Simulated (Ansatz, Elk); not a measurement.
# TiB6: X-ray structure factors from the self-consistent density

Structure refinements treat a crystal as free atoms side by side. For a made-up structure of TiB6 (cell and positions from a PBE relaxation) the runs below show what the calculated density changes in F(hkl).

Program: Elk 11.2.3 (patched build). Level of theory: DFT, PBE, all-electron APW+lo, Dirac cores, scalar-relativistic bands, static density, no spin. Results are calculated unless marked as measured.

The structure was built from a prototype and need not be the compound's stable phase.

### Step 1. The starting structure

It takes space group Pm-3m (No. 221, cubic). Conventional cell: a = 4.054 Å, b = 4.054 Å, c = 4.054 Å, α = 90.00°, β = 90.00°, γ = 90.00°. Nearest to Ti lie 24 B at 2.98 Å. B has 6 B at 1.61 to 2.45 Å and 4 Ti at 2.98 Å nearest. Farther neighbours are not listed.

### Step 2. Ground state and structure factors

An all-electron density is needed, since X-rays see the cores too. Task 0 finds the density and task 195 Fourier-transforms it; tshift is off so that phases refer to the origin typed.

File elk.in:

```
tasks
  0
  195

xctype
  20

spinpol
  .false.

rgkmax
  7.0

gmaxvr
  14.0

lmaxo
  7

lmaxapw
  8

swidth
  0.002

tshift
  .false.

ramdisk
  .false.

hmaxvr
  5.5

maxscl
  120

epspot
  1e-06

sppath
  './'

avec
  7.66075008318 0.00000000000 0.00000000000
  0.00000000000 7.66075008318 -0.00000000000
  0.00000000000 -0.00000000000 7.66075008318

atoms
  2
  'Ti.in'
  1
  0.0000000000 -0.0000000000 0.0000000000   0.000000 0.000000 0.000000
  'B.in'
  6
  0.5000000000 0.5000000000 0.8020050886   0.000000 0.000000 0.000000
  0.5000000000 0.5000000000 0.1979949114   0.000000 0.000000 0.000000
  0.5000000000 0.8020050886 0.5000000000   0.000000 0.000000 0.000000
  0.8020050886 0.5000000000 0.5000000000   0.000000 0.000000 0.000000
  0.5000000000 0.1979949114 0.5000000000   0.000000 0.000000 0.000000
  0.1979949114 0.5000000000 0.5000000000   0.000000 0.000000 0.000000

ngridk
  6 6 6
```

On the command line:

```sh
$ OMP_NUM_THREADS=4 elk
```

Numbers of over 12 decimals in the logs are rounded to 6 here.

Log:

```text
┌─────────────────────────┐
│ Elk code version 11.2.3 │
└─────────────────────────┘

All units are atomic (Hartree, Bohr, etc.)

┌─────────────────────────────────────────────────┐
│ Ground-state run starting from atomic densities │
└─────────────────────────────────────────────────┘

Lattice vectors :
   7.660750083       0.000000000       0.000000000
   0.000000000       7.660750083      -0.000000000
   0.000000000      -0.000000000       7.660750083

Reciprocal lattice vectors :
  0.8201788649      -0.000000000      -0.000000000
  -0.000000000      0.8201788649       0.000000000
  -0.000000000       0.000000000      0.8201788649

Unit cell volume      :    449.5871437
Brillouin zone volume :   0.5517288849

Muffin-tin inner radius fraction :   0.1000000000E-01

Nuclei treated as point charges

Species : 1 (Ti)
 parameters loaded from : Ti.in
 name : titanium
 nuclear charge    :   -22.00000000
 electronic charge :    22.00000000
 atomic mass :    87256.20317
 muffin-tin radius :    2.400000000
 number of radial points in muffin-tin :    993
 inner part over the whole radius :   0.9985722337E-02
 number on inner part of muffin-tin    :    699
 approximate nuclear radius :   0.6805665174E-04
 number of mesh points to nuclear radius :    325
 atomic positions (lattice), magnetic fields (Cartesian) :
  1 :   0.00000000  0.00000000  0.00000000    0.00000000  0.00000000  0.00000000

Species : 2 (B)
 parameters loaded from : B.in
 name : boron
 nuclear charge    :   -5.000000000
 electronic charge :    5.000000000
 atomic mass :    19707.24742
 muffin-tin radius :    1.491789534
 number of radial points in muffin-tin :    593
 inner part over the whole radius :   0.9829053771E-02
 number on inner part of muffin-tin    :    402
 approximate nuclear radius :   0.4534157419E-04
 number of mesh points to nuclear radius :    163
 atomic positions (lattice), magnetic fields (Cartesian) :
  1 :   0.50000000  0.50000000 -0.19799491    0.00000000  0.00000000  0.00000000
  2 :   0.50000000  0.50000000  0.19799491    0.00000000  0.00000000  0.00000000
  3 :   0.50000000 -0.19799491  0.50000000    0.00000000  0.00000000  0.00000000
  4 :  -0.19799491  0.50000000  0.50000000    0.00000000  0.00000000  0.00000000
  5 :   0.50000000  0.19799491  0.50000000    0.00000000  0.00000000  0.00000000
  6 :   0.19799491  0.50000000  0.50000000    0.00000000  0.00000000  0.00000000

Total number of atoms per unit cell :    7
Total muffin-tin volume :    141.3435749
 ratio of muffin-tin to unit cell volume :   0.3143852685

Spin treatment :
 spin-unpolarised

Number of Bravais lattice symmetries :   48
Number of crystal symmetries         :   48
Crystal has inversion symmetry
Real symmetric eigensolver will be used

k-point grid :      6     6     6
k-point offset :    0.000000000       0.000000000       0.000000000
k-point set is reduced with full crystal symmetry group
Total number of k-points :       20

Muffin-tin radius times maximum |G+k| :    7.000000000
 using average radius
Maximum |G+k| for APW functions       :    4.316900226
Maximum (1/2)|G+k|²                   :    9.317813780
Maximum |G| for potential and density :    14.00000000
Constant for pseudocharge density :    8
 order of it for each species :   15  15
 order of it for pair densities of each species (exact exchange by exxq0 0: 16) :   15   7
Radial integration step length :    1

G-vector grid sizes :     35    35    35
Number of G-vectors :    20815

Maximum angular momentum used for
 APW functions            :    8
 outer part of muffin-tin :    7
 inner part of muffin-tin :    2

Total nuclear charge    :   -52.00000000
Total core charge       :    22.00000000
Total valence charge    :    30.00000000
Total excess charge     :    0.000000000
Total electronic charge :    52.00000000

Effective Wigner radius, rₛ :    1.273231311

Number of empty states         :     28
Total number of valence states :     44
Total number of core states    :     22

[...]
Madelung                    :     -1191.6134451081
 xc potential                :     -77.652063495921
 exchange                    :     -64.565762975470
 correlation                 :     -1.984909
 electron entropic           :    -0.13210975616960E-02
 total energy                :     -1005.3092904650

Density of states at Fermi energy :    110.2196461
 (states/Hartree/unit cell)

Estimated indirect band gap :   0.4204685272E-03
 from k-point 2 to k-point 11
Estimated direct band gap   :   0.2610916087E-01
 at k-point 15

Charges :
 core                        :    22.00000000
 valence                     :    30.00000000
 interstitial                :    11.45809193
 muffin-tins (core leakage)
  species : 1 (Ti)
[...]
species : 2 (B)
[...]
total in muffin-tins        :    40.54190807
 total calculated charge     :    51.99635379
 total charge                :    52.00000000
 error                       :   0.3646208329E-02

RMS change in Kohn-Sham potential (target) :    4.895210334     (  0.1000000000E-05)
Absolute change in total energy (target)   :   0.6458650434     (  0.1000000000E-03)

[... loops 3 to 16 left out ...]

┌──────────────────┐
│ Loop number : 17 │
└──────────────────┘

Energies :
 Fermi                       :     0.295065
 sum of occupied eigenvalues :     -571.31050101383
 electron kinetic            :      1010.2885850119
 core electron kinetic       :      923.36329476653
 Coulomb                     :     -1946.4437308682
 Coulomb potential           :     -1495.4510546346
 nuclear-nuclear             :     -178.81727048570
 electron-nuclear            :     -2043.7934727438
 Hartree                     :      276.16701236135
 Madelung                    :     -1198.7182035509
 xc potential                :     -86.148031391160
 exchange                    :     -64.712456279452
 correlation                 :     -2.002491
 electron entropic           :    -0.16503097676705E-02
 total energy                :     -1002.8717433289

Density of states at Fermi energy :    115.4963806
 (states/Hartree/unit cell)

Estimated indirect band gap :   0.2023643867E-02
 from k-point 14 to k-point 2
Estimated direct band gap   :   0.3398037710E-02
 at k-point 14

Charges :
 core                        :    22.00000000
 valence                     :    30.00000000
 interstitial                :    11.39062443
 muffin-tins (core leakage)
  species : 1 (Ti)
[...]
species : 2 (B)
[...]
total in muffin-tins        :    40.60937557
 total calculated charge     :    51.99631657
 total charge                :    52.00000000
 error                       :   0.3683426176E-02

RMS change in Kohn-Sham potential (target) :   0.8828689464E-06 (  0.1000000000E-05)
Absolute change in total energy (target)   :   0.2039339824E-04 (  0.1000000000E-03)

Convergence targets achieved

┌──────────────────┐
│ Loop number : 18 │
└──────────────────┘

Energies :
 Fermi                       :     0.295066
 sum of occupied eigenvalues :     -571.31046370520
 electron kinetic            :      1010.2886237171
 core electron kinetic       :      923.36330912573
 Coulomb                     :     -1946.4437348523
 Coulomb potential           :     -1495.4510444895
 nuclear-nuclear             :     -178.81727048570
 electron-nuclear            :     -2043.7934884051
 Hartree                     :      276.16702403850
 Madelung                    :     -1198.7182126075
 xc potential                :     -86.148042932759
 exchange                    :     -64.712456956688
 correlation                 :     -2.002491
 electron entropic           :    -0.16503191307604E-02
 total energy                :     -1002.8717092131

Density of states at Fermi energy :    115.4970607
 (states/Hartree/unit cell)

Estimated indirect band gap :   0.2023675065E-02
 from k-point 14 to k-point 2
Estimated direct band gap   :   0.3398012269E-02
 at k-point 14

Charges :
 core                        :    22.00000000
 valence                     :    30.00000000
 interstitial                :    11.39062386
 muffin-tins (core leakage)
  species : 1 (Ti)
[...]
species : 2 (B)
[...]
atom 4                    :    3.437656371     (  0.5874480926E-03)
   atom 5                    :    3.437656371     (  0.5874480926E-03)
   atom 6                    :    3.437656371     (  0.5874480926E-03)
 total in muffin-tins        :    40.60937614
 total calculated charge     :    51.99631657
 total charge                :    52.00000000
 error                       :   0.3683425490E-02

┌──────────────────────────────┐
│ Self-consistent loop stopped │
└──────────────────────────────┘

Warning : core states of species 2 leak from the muffin-tin :   0.5874480926E-03

Wrote STATE.OUT
```

The job ended after 15 s (4 threads of AMD EPYC 9B45 (Zen 5), shared host; peak memory 0.21 GiB; 47 s of CPU time).

SFACRHO.OUT:

```text

h k l indices transformed by vhmat matrix:
   1.000000000       0.000000000       0.000000000    
   0.000000000       1.000000000       0.000000000    
   0.000000000       0.000000000       1.000000000    

      h      k      l  multipl.   |H|            Re(F)            Im(F)           |F|

      0      0      0      1   0.0000000       51.999999     -0.48130128E-16   51.999999    
     -1      0      0      6  0.82017886       5.2745034     -0.15598187E-14   5.2745034    
      1     -1      0     12   1.1599081       19.064142      -0.0000000       19.064142    
     -1     -1     -1      8   1.4205915       20.983824      0.19497734E-14   20.983824    
      0      0     -2      6   1.6403577       20.689943      0.15263245E-14   20.689943    
     -1     -2      0     24   1.8339757       14.269156     -0.77990937E-15   14.269156    
      1     -2      1     24   2.0090197       7.2404473     -0.23397281E-14   7.2404473    
      0      2     -2     12   2.3198161       10.100953      0.17297263E-14   10.100953    
      0     -3      0      6   2.4605366       1.8895101      0.92368356E-14   1.8895101    
     -1      2     -2     24   2.4605366       18.108226     -0.15598187E-14   18.108226    
      3      1      0     24   2.5936333       16.031610      0.29246601E-14   16.031610    
      1     -3      1     24   2.7202256       10.424201     -0.33146148E-14   10.424201    
     -2      2      2      8   2.8411829       2.5840105      0.37045695E-14   2.5840105    
     -3      2      0     24   2.9571970       6.6632069      -0.0000000       6.6632069    
     -3      1      2     48   3.0688283       8.7143407      0.33146148E-14   8.7143407    
      0     -4      0      6   3.2807155       16.432344      0.35626030E-14   16.432344    
      2     -2     -3     24   3.3816841       11.214784      -0.0000000       11.214784    
      4     -1      0     24   3.3816841       6.2900969      0.19497734E-14   6.2900969
```

Elk indexes on the primitive cell of elk.in and gives |H| = 4π sin θ/λ in inverse bohr. Below, one row stands for each form hkl of the conventional cell (m members, Friedel mates merged), F is for one primitive cell and the density is static (no thermal factor). Free-atom factors are Waasmaier and Kirfel's, and R is Σm||F|−|F'||/Σm|F|.

```
hkl   m  sin θ/λ (Å⁻¹)  abs F, DFT  neutral atoms   diff.
100   6          0.123       5.274          6.112  -0.838
110  12          0.174      19.064         18.983  +0.081
111   8          0.214      20.984         20.570  +0.414
200   6          0.247      20.690         20.183  +0.507
210  24          0.276      14.269         14.331  -0.061
211  24          0.302       7.240          7.486  -0.246
220  12          0.349      10.101          9.862  +0.239
300   6          0.370       1.889          1.617  +0.273
221  24          0.370      18.108         18.154  -0.046
310  24          0.390      16.032         16.193  -0.161
311  24          0.409      10.424         10.044  +0.380
222   8          0.427       2.584          2.550  +0.034
320  24          0.445       6.663          6.683  -0.019
321  48          0.462       8.714          8.827  -0.113
400   6          0.493      16.432         16.184  +0.248
322  24          0.508      11.215         11.322  -0.108
410  24          0.508       6.290          6.173  +0.117
411  24          0.523       7.712          7.690  +0.023
330  12          0.523      16.773         16.807  -0.034
331  24          0.538       4.694          4.689  +0.005
420  24          0.552       9.934          9.861  +0.073
421  48          0.565      10.832         10.817  +0.015
```

### Step 3. The highest occupied states alone

An energy window below the Fermi level keeps the highest occupied states, to see at which angles they scatter; shallow core shells can lie inside it and anion s states outside. No new self-consistency is needed.

Changes to elk.in since step 2:

```diff
@@ -1,3 +1,2 @@
 tasks
-  0
   195
@@ -40,2 +39,5 @@
 
+wsfac
+  -0.072430 0.595070
+
 sppath
```

On the command line:

```sh
$ OMP_NUM_THREADS=4 elk
```

Log:

```text
┌─────────────────────────────────┐
│ Elk code version 11.2.3 started │
└─────────────────────────────────┘

Info(readinput): the functional depends on the density's gradient
 muffin-tin radial points multiplied by    2.00000
 (not where nrmtscf is given)

┌────────────────────┐
│ Current task : 195 │
└────────────────────┘
Info(checkmt): changed muffin-tin radius of species 2 (B) from   1.8000 to   1.4918

Info(sfacrho): density structure factors written to SFACRHO.OUT

 Energy window :  -0.7243000000E-01  0.5950700000

┌──────────────────┐
│ Elk code stopped │
└──────────────────┘
```

Elapsed: 2.6 s, on 4 threads; peak memory 0.16 GiB.

States within 10 eV below the Fermi level hold 19.14 electrons; any levels below the window count with the cores, and a count that is not whole means the window cuts a band. Their amplitudes can exceed the total, where window and core parts have opposite phase:

| hkl | sin θ/λ (Å⁻¹) | abs F, window | abs F, all |
| --- | --- | --- | --- |
| 100 | 0.123 | 3.533 | 5.274 |
| 110 | 0.174 | 1.251 | 19.064 |
| 111 | 0.214 | 2.826 | 20.984 |
| 200 | 0.247 | 1.883 | 20.690 |
| 210 | 0.276 | 0.650 | 14.269 |
| 211 | 0.302 | 0.304 | 7.240 |
| 220 | 0.349 | 0.508 | 10.101 |
| 300 | 0.370 | 0.445 | 1.889 |
| 221 | 0.370 | 0.279 | 18.108 |
| 310 | 0.390 | 0.089 | 16.032 |

### Step 4. Another functional

The difference from free atoms is small, so it is set against the change that PBEsol makes.

Changes to elk.in since step 3:

```diff
@@ -1,2 +1,3 @@
 tasks
+  0
   195
@@ -4,3 +5,3 @@
 xctype
-  20
+  22
 
@@ -39,5 +40,2 @@
 
-wsfac
-  -0.072430 0.595070
-
 sppath
```

On the command line:

```sh
$ OMP_NUM_THREADS=4 elk
```

Log:

```text
┌─────────────────────────┐
│ Elk code version 11.2.3 │
└─────────────────────────┘

All units are atomic (Hartree, Bohr, etc.)

┌─────────────────────────────────────────────────┐
│ Ground-state run starting from atomic densities │
└─────────────────────────────────────────────────┘

Lattice vectors :
   7.660750083       0.000000000       0.000000000
   0.000000000       7.660750083      -0.000000000
   0.000000000      -0.000000000       7.660750083

Reciprocal lattice vectors :
  0.8201788649      -0.000000000      -0.000000000
[...]
muffin-tins (core leakage)
  species : 1 (Ti)
[...]
species : 2 (B)
[...]
atom 5                    :    3.432883287     (  0.6075849768E-03)
   atom 6                    :    3.432883287     (  0.6075849768E-03)
 total in muffin-tins        :    40.57850629
 total calculated charge     :    51.99619953
 total charge                :    52.00000000
 error                       :   0.3800472806E-02

┌──────────────────────────────┐
│ Self-consistent loop stopped │
└──────────────────────────────┘

Warning : core states of species 2 leak from the muffin-tin :   0.6075849768E-03

Wrote STATE.OUT
[key lines of the parts left out:]
total energy                :     -1001.2003821554
```

Elapsed: 15 s, on 4 threads; peak memory 0.21 GiB; 48 s of CPU time.

Against the first run R = 0.10 %; the largest change is -0.038 at 111.

### Step 5. A coarser k-mesh

About half the k-points along each axis test the sampling.

Changes to elk.in since step 4:

```diff
@@ -5,3 +5,3 @@
 xctype
-  22
+  20
 
@@ -63,2 +63,2 @@
 ngridk
-  6 6 6
+  3 3 3
```

On the command line:

```sh
$ OMP_NUM_THREADS=4 elk
```

Log:

```text
┌─────────────────────────┐
│ Elk code version 11.2.3 │
└─────────────────────────┘

All units are atomic (Hartree, Bohr, etc.)

┌─────────────────────────────────────────────────┐
│ Ground-state run starting from atomic densities │
└─────────────────────────────────────────────────┘

Lattice vectors :
   7.660750083       0.000000000       0.000000000
   0.000000000       7.660750083      -0.000000000
   0.000000000      -0.000000000       7.660750083

Reciprocal lattice vectors :
  0.8201788649      -0.000000000      -0.000000000
[...]
muffin-tins (core leakage)
  species : 1 (Ti)
[...]
species : 2 (B)
[...]
atom 5                    :    3.436694666     (  0.5873422816E-03)
   atom 6                    :    3.436694666     (  0.5873422816E-03)
 total in muffin-tins        :    40.61005750
 total calculated charge     :    51.99630855
 total charge                :    52.00000000
 error                       :   0.3691454528E-02

┌──────────────────────────────┐
│ Self-consistent loop stopped │
└──────────────────────────────┘

Warning : core states of species 2 leak from the muffin-tin :   0.5873422816E-03

Wrote STATE.OUT
[key lines of the parts left out:]
total energy                :     -1002.8690417860
```

Elapsed: 7.1 s, on 4 threads; peak memory 0.2 GiB.

Against the first run R = 0.01 %; the largest change is -0.010 at 200.

### Step 6. Settings against the effect

```
          run  R against the first run (%)  R against neutral atoms, low angle (%)  wall time
PBE, rgkmax 7                         0.00                                    1.54       15 s
       PBEsol                         0.10                                    1.52       15 s
 k-mesh 3×3×3                         0.01                                    1.54      7.1 s
```

### Step 7. Outcome

```json
{
  "R against neutral atoms, sin θ/λ < 0.3 Å⁻¹": "1.54 %",
  "R against neutral atoms, 0.3 to 0.82 Å⁻¹": "0.90 %"
}
```

**Reading.** Independent neutral atoms miss the calculated amplitudes by R = 1.54 % below 0.3 Å⁻¹ and 0.90 % from there to 0.82 Å⁻¹; by shells, 15.89 % below 0.15 Å⁻¹ (1 form), 1.02 % 0.15 to 0.3 (4 forms), 1.62 % 0.3 to 0.45 (8 forms), 0.75 % above 0.45 (38 forms). Bonding, aspherical density and the tables' own atoms all enter these figures, and the runs don't part them. The largest change of an amplitude is -0.84 electrons, at 100. Weak lines can change much in proportion: 300 goes from 1.62 to 1.89. The window's part falls from 19.1 electrons at the origin to at most 0.22 between 0.45 and 0.82 Å⁻¹. Below 0.3 Å⁻¹ the changes that finished (PBEsol and k-mesh 3×3×3) move F by R = 0.13 % at most, against the 1.54 % that separates it from free atoms. The basis has no finished test. These runs have no spin, though d or f shells may be open. Part of the difference isn't bonding: the tables are fits to free atoms and ions calculated by other methods than this functional. Thermal motion, anomalous dispersion and extinction are left out.

[Logs are printed without paths, hosts, clocks, repeated set-up lines and the standing remarks that a program may print on its own settings, such as how far it seeks lower states.]

[Hosts, paths, dates, database ids (printed as entryN), source tags and the programs' standing remarks are cut or masked in the printed files.]
